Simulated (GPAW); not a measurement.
# Calculated records

```
! title: Al3InN4 (ordered alloy, started on the zincblende lattice) (I-42m): one start, several treatments of the self-energy
! method: DFT, PBE, plane waves, PAW (and 3 further levels or steps)
! program: GPAW 26.7.0
! settings of one run: cutoff 600 eV, GPAW PAW setups 1.2.1 data release, 4×4×4 k-mesh, nbands 162
! cost: 6 runs, 4.3 min in all on 8 MPI ranks of Arm Neoverse V1, shared host (the runs of this entry)
! notes: The structure was built from a prototype and need not be the compound’s stable phase. The structure was relaxed with PBE. The structure type comes from a generator and need not be one that this composition takes. Limits: no spin-orbit coupling. Bands and cutoff are finite, so the gap is not at the basis limit. The miss can reach some tenths of an eV and take either sign; the mesh is an error of its own.
! G0W0, Godby-Needs plasmon pole: 3.381 eV
! one-shot HSE06: 3.618 eV
! G0W0, extrapolated in the cutoff: 3.716 eV
! one-shot Hartree-Fock: 10.126 eV
! G0W0, full frequency, Hilbert transform: 3.397 eV
! known limits: not at the basis limit; no spin-orbit coupling
CELL_PARAMETERS angstrom
-2.27409 2.27409 4.53126
2.27409 -2.27409 4.53126
2.27409 2.27409 -4.53126
ATOMIC_POSITIONS crystal
Al 0.75000 0.25000 0.50000
N 0.13847 0.59169 0.00000
Al 0.50000 0.50000 0.00000
N 0.86153 0.86153 0.45322
Al 0.25000 0.75000 0.50000
N 0.59169 0.13847 0.00000
In 0.00000 0.00000 0.00000
N 0.40831 0.40831 0.54678
```

[Paths, hosts, dates, memory and timing lines, banners, echoed tables and standing remarks are left out of the program output.]

[Logs are printed without paths, hosts, clocks, repeated set-up lines and the standing remarks that a program may print on its own settings, such as how far it seeks lower states.]

[Runs of the session that timed out or met a known fault of the program may be left out.]

[Hosts, paths, dates, database ids (printed as entryN), source tags and the programs' standing remarks are cut or masked in the printed files.]
